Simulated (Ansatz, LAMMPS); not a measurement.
# Static equation of state of glassy 63SiO2-22Al2O3-15ZnO (mol %) (89 atoms)

Density of this cell: 2.54 g/cm³. The cell holds 89 atoms: 17 Si, 12 Al, 4 Zn and 56 O. Its edges and angles: a = 11.097 Å, b = 10.936 Å, c = 10.637 Å, α = 93.5°, β = 86.8°, γ = 95.3°. The starting structure: 89 atoms (17 Si, 12 Al, 4 Zn, 56 O) placed at random at 2.7 g/cm³, melted at 4000 K for 10 ps at fixed volume with the Morse and Coulomb pair potential with partial charges (Pedone, Malavasi, Menziani, Cormack and Segre, J. Phys. Chem. B 110, 11780 (2006)). Quenched from 4000 K to 300 K at 20 K/ps and fixed volume, held 10 ps at zero pressure, then minimised at fixed cell.

Calculated with Ansatz 0.2.0: Kohn-Sham DFT, RPBE, PAW (set soft_1), plane waves; cutoff 420 eV, Γ point, fixed occupations. Cell and atoms were relaxed first, to V0 = 14.396 Å³ an atom at a residual P0 = 0.013 GPa. The cell was then scaled evenly, and the atoms were relaxed at each volume.

```
volume (Å³/atom)  pressure (GPa)
          12.956               ?
          13.532           3.639
          13.964           1.713
          14.828          -1.821
          15.260          -3.540
```

**Question.** Fit the third-order Birch–Murnaghan equation to the rows given and extrapolate to the withheld row.

**Working.**

Take the Eulerian strain f = ½[(V0/V)^(2/3) − 1] and the normalised pressure F = (P − P0) / [3f(1 + 2f)^(5/2)]. The third-order Birch–Murnaghan equation is then the line F = B0 + (3/2)B0(B′ − 4) f, so u = f and v = F.

| u = f | v = F (GPa) |
| --- | --- |
| 0.0210565 | 51.7773 |
| 0.0102570 | 52.5278 |
| -0.00975626 | 65.8125 |
| -0.0190505 | 68.4965 |

With n = 4: mean u = 6.2668e-4, mean v = 59.6535, Σ(u − ū)² = 0.0010051, Σ(u − ū)(v − v̄) = -0.46749. Slope b = -0.46749 / 0.0010051 = -465.11; intercept a = v̄ − b ū = 59.945.

So B0 = a = 59.9 GPa and B′ = 4 + 2b/(3a) = -1.17. At the withheld volume f = 0.03638, F = a + b f = 43.02 GPa, and P = P0 + 3f(1 + 2f)^(5/2) F.

Prediction at 12.956: 5.610 GPa. The run gave 5.056 GPa, so the fit is high by 0.55 GPa (11 % of the value).

The series isn't one smooth equation of state: even a line fitted to all rows, the withheld one included, misses F by up to 6.3 %, the count of bonds changes along the series and an atom moves over 0.5 Å in some relaxation. B0 and B′ are then only the numbers of this fit, not moduli of the material. Among the rows given, the largest miss of the fit is at 13.532, by 0.11 GPa (1.3 % of the range of the table).

Limits: Static cells at zero temperature; the cell shape is held. The program notes that the SCF threshold of these relaxations is loose for the stress. The quench rate of 20 K/ps is many orders above laboratory rates, so the cell is likely richer in defects and strain than a real sample. The network of bonds at the start is that of the classical potential that made the cell, and needn't be the one that DFT or experiment would give. Only the Γ point is sampled, in a cell whose shortest periodic width is 11 Å.

[Logs are printed without paths, hosts, clocks, repeated set-up lines and the standing remarks that a program may print on its own settings, such as how far it seeks lower states.]

[Hosts, paths, dates, database ids (printed as entryN), source tags and the programs' standing remarks are cut or masked in the printed files.]
